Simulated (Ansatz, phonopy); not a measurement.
# How NaI (Fm-3m) expands on warming, part 5 of 5

How much does NaI expand with temperature?

What experiment has found for this phase:
- volume expansion coefficient 135 1e-6/K near room temperature (given in “Descriptors for thermal expansion in solids”, 2017, arXiv:1701.03966)

Ansatz 0.2.0; DFT LDA, scalar-relativistic, plane waves, PAW.

So far, principal linear expansion coefficients at 298 K (× 1e-6/K): step 7 (the quasi-harmonic study, cutoff 550 eV, k-mesh 8×8×8) 46.5; step 9 (phonons on strained cells, cutoff 487.2 eV, k-mesh 12×12×12) 46.5.

**11. The quasi-harmonic study, cutoff 487.2 eV**

Thermal expansion follows from how the free energy of the vibrations (and of the electrons in a metal) changes with strain, so the program makes strained cells, their phonons and a fit in one run.

This step: DFT LDA, scalar-relativistic, plane waves, PAW (Ansatz 0.2.0).

input.yaml reads:

```yaml
crystal:
  lattice:
    - [0.0, 3.1298713051, 3.1298713051]
    - [3.1298713051, 0.0, 3.1298713051]
    - [3.1298713051, 3.1298713051, 0.0]
  atoms:
    - { symbol: Na, position: [0.0, 0.0, 0.0] }
    - { symbol: I, position: [0.5, 0.5, 0.5] }
kpoints:
  mp_grid: { grid: [8, 8, 8] }
hamiltonian:
  xc: lda
scf:
  occupations: { method: fixed }
output:
  eigenvalues: true
phonons:
  method: dfpt
  qmesh: [4, 4, 4]
  temperatures: { t_max: 500.0, t_step: 25 }
  thermal_expansion: {}
```

Run with:

```sh
$ ansatz run input.yaml --threads 4 --pin off --max-ram 16384MiB --backend cpu --events-out ev --progress --plain --runs-dir out
```

Numbers of over 12 decimals in the logs are rounded to 6 here.

The log of the run:

```text
[...]
Crystal: 2 atoms, lattice volume = 61.321 Å³
Basis set: ecut = 487.2 eV, 1459 PW (Γ), exchange–correlation on 64×64×64 points (8 copies of the dense FFT grid, shifted against one another)
Bands: 17, of which v1, the nominal top of the filled ones, is band 13 counted from 1 (12 counted from 0)
Symmetry: 48 space group operations
[...]
vibrations' free energy: its fit leaves 0.0000 meV an atom at the most
  the electrons' free energy at temperature is not in it: every band gap is over 0.52 eV
  free energies summed between the sampled wave vectors
[...]
the FFT grids of the static calculations differ: 32 × 32 × 32, 36 × 36 × 36
  band gaps on the cells' k-points are 3.305 to 3.716 eV
[key lines of the parts left out:]
SCF converged after 8 iterations
Free energy (F): -8825.012600 eV
Fermi energy:    3.750895 eV
P = ⅓ Tr σ = 0.0003 GPa (0.003 kbar)
```

It took 17 min on 4 threads of Arm Neoverse V2, shared host; peak memory 1.6 GiB; 66 min of CPU time.

Strained cells of the study; zero-point energy where phonons were solved; the pressures are stresses at a fixed cutoff and can carry an offset from the finite basis. Expansion cells, by row:

| cell | \|a\| (Å) | \|b\| (Å) | \|c\| (Å) | V (Å³/atom) | E - E_lowest (meV/atom) | pressure, compression positive (GPa) | gap (eV) | zero-point energy (meV/atom) |
| --- | --- | --- | --- | --- | --- | --- | --- | --- |
| 1 | 4.426 | 4.426 | 4.426 | 30.66 | 0 | -0.01 | 3.62 | - |
| 2 | 4.462 | 4.462 | 4.462 | 31.4 | 1.111 | -0.478 | 3.547 | - |
| 3 | 4.391 | 4.391 | 4.391 | 29.94 | 1.164 | 0.516 | 3.697 | - |
| 4 | 4.427 | 4.427 | 4.427 | 30.67 | 0.001 | -0.015 | 3.619 | 18.09 |
| 5 | 4.449 | 4.449 | 4.449 | 31.13 | 0.456 | -0.315 | 3.573 | 17.57 |
| 6 | 4.479 | 4.479 | 4.479 | 31.76 | 2.381 | -0.681 | 3.513 | 16.89 |
| 7 | 4.505 | 4.505 | 4.505 | 32.32 | 5.248 | -0.973 | 3.462 | 16.3 |
| 8 | 4.531 | 4.531 | 4.531 | 32.89 | 9.157 | -1.24 | 3.414 | 15.71 |
| 9 | 4.557 | 4.557 | 4.557 | 33.47 | 14.05 | -1.484 | 3.367 | 15.13 |
| 10 | 4.383 | 4.383 | 4.383 | 29.76 | 1.799 | 0.651 | 3.716 | - |
| 11 | 4.405 | 4.405 | 4.405 | 30.21 | 0.436 | 0.306 | 3.667 | - |
| 12 | 4.594 | 4.594 | 4.594 | 34.28 | 22.28 | -1.781 | 3.305 | - |

Changing the k-mesh (12×12×12 → 8×8×8) takes the volume expansion at 298 K from 140 to 140 × 10⁻⁶/K and B_T from 16.7 to 16.7 GPa.

**12. The series together**

Times are for 4 threads of Arm Neoverse V2, shared host. The series side by side:

| no. | functional | cutoff (eV) | k-mesh | q-mesh | method | pressure (GPa) | volume expansion coefficient at 298 K (1e-6/K) | C_P at 298 K (J/mol-atom/K) | isothermal bulk modulus at 298 K (GPa) | time | memory (GiB) |
| --- | --- | --- | --- | --- | --- | --- | --- | --- | --- | --- | --- |
| 1 | lda | 550 | 8×8×8 | 4×4×4 | dfpt | 0 | 139.5 | 26.33 | 16.71 | 21 min | 1.8 |
| 2 | lda | 487.2 | 12×12×12 | 4×4×4 | dfpt | 0 | 139.6 | 26.34 | 16.71 | 51 min | 4.3 |
| 3 | lda | 487.2 | 8×8×8 | 4×4×4 | dfpt | 0 | 139.5 | 26.34 | 16.71 | 17 min | 1.6 |

The runs together, line volume. Table of expansion coefficient, volume by temperature; values in 1e-6/K:

| temperature (K) | lda, 550, 8×8×8, 4×4×4, dfpt, 0 | lda, 487.2, 12×12×12, 4×4×4, dfpt, 0 | lda, 487.2, 8×8×8, 4×4×4, dfpt, 0 |
| --- | --- | --- | --- |
| 0 | 0 | 0 | 0 |
| 25 | 21.4 | 21.4 | 21.4 |
| 50 | 58.6 | 58.6 | 58.6 |
| 75 | 83.8 | 83.8 | 83.8 |
| 100 | 98.3 | 98.4 | 98.3 |
| 125 | 108 | 108 | 108 |
| 150 | 114 | 114 | 114 |
| 175 | 119 | 119 | 119 |
| 200 | 124 | 124 | 124 |
| 225 | 128 | 128 | 128 |
| 250 | 132 | 132 | 132 |
| 275 | 136 | 136 | 136 |
| 298 | 140 | 140 | 140 |
| 300 | 140 | 140 | 140 |
| 325 | 144 | 144 | 144 |
| 350 | 148 | 149 | 149 |
| 375 | 153 | 153 | 153 |
| 400 | 158 | 158 | 158 |
| 425 | 164 | 164 | 164 |
| 450 | 170 | 170 | 170 |
| 475 | 177 | 177 | 177 |
| 500 | 185 | 185 | 185 |

The runs together, line C_P. Table of heat capacity, C_P by temperature; values in J/mol-atom/K:

| temperature (K) | lda, 550, 8×8×8, 4×4×4, dfpt, 0 | lda, 487.2, 12×12×12, 4×4×4, dfpt, 0 | lda, 487.2, 8×8×8, 4×4×4, dfpt, 0 |
| --- | --- | --- | --- |
| 0 | 0 | 0 | 0 |
| 25 | 6.44 | 6.44 | 6.44 |
| 50 | 14.2 | 14.2 | 14.2 |
| 75 | 18.8 | 18.8 | 18.8 |
| 100 | 21.3 | 21.3 | 21.3 |
| 125 | 22.8 | 22.8 | 22.8 |
| 150 | 23.7 | 23.7 | 23.7 |
| 175 | 24.4 | 24.4 | 24.4 |
| 200 | 24.9 | 24.9 | 24.9 |
| 225 | 25.3 | 25.3 | 25.3 |
| 250 | 25.7 | 25.7 | 25.7 |
| 275 | 26.0 | 26.0 | 26.0 |
| 298 | 26.3 | 26.3 | 26.3 |
| 300 | 26.4 | 26.4 | 26.4 |
| 325 | 26.7 | 26.7 | 26.7 |
| 350 | 27.0 | 27.0 | 27.0 |
| 375 | 27.3 | 27.3 | 27.3 |
| 400 | 27.6 | 27.6 | 27.6 |
| 425 | 28 | 28.0 | 28.0 |
| 450 | 28.4 | 28.4 | 28.4 |
| 475 | 28.8 | 28.8 | 28.8 |
| 500 | 29.3 | 29.3 | 29.3 |

**13. Quasi-harmonic fit by phonopy**

This step: DFT LDA, scalar-relativistic, plane waves, PAW (phonopy 4.10.0).

The fit gives a volume expansion of 140 × 10⁻⁶/K at 300 K, against 140 at 298 K from the study itself, whose static fit uses more cells.

**14. Summary of results**

| Quantity | Value |
| --- | --- |
| settings of these figures | LDA, 487.2 eV, k 12×12×12, q 4×4×4 |
| volume expansion coefficient at 298 K | 139.6 1e-6/K |
| C_P at 298 K | 26.34 J/mol-atom/K |
| entropy at 298 K | 48.99 J/mol-atom/K |
| isothermal bulk modulus at 298 K | 16.71 GPa |
| Grüneisen parameter at 298 K | 1.828 |
| volume at 298 K | 31.86 Å³/atom |
| principal linear expansion coefficients at 298 K | 46.52, 46.52, 46.52 1e-6/K |

What this shows: Near room temperature NaI expands by 140 × 10⁻⁶/K in volume by LDA, with C_P = 26.3 J/(mol K) per mole of atoms and B_T = 16.7 GPa. C_P at room temperature is 106 % of the classical 3R an atom; C_V is 98 %, and the rest is expansion work. A measured volume expansion coefficient near room temperature is 135 1e-6/K (arXiv:1701.03966); the calculated 140 1e-6/K differs by +3 %. Changing the k-mesh and cutoff moves the volume expansion at 298 K between 140 and 140 × 10⁻⁶/K, while the CPU time spans a factor of 3.1. The PAW files were made for PBE and are used here under another functional, for which the program regenerates the frozen cores. The cell of these runs is 10 % smaller in volume than the database cell; frequencies and all that rests on them shift with it.

[Logs are printed without paths, hosts, clocks, repeated set-up lines and the standing remarks that a program may print on its own settings, such as how far it seeks lower states.]

[Hosts, paths, dates, database ids (printed as entryN), source tags and the programs' standing remarks are cut or masked in the printed files.]

[A step with changed settings may run another functional than the one named; its input shows which.]
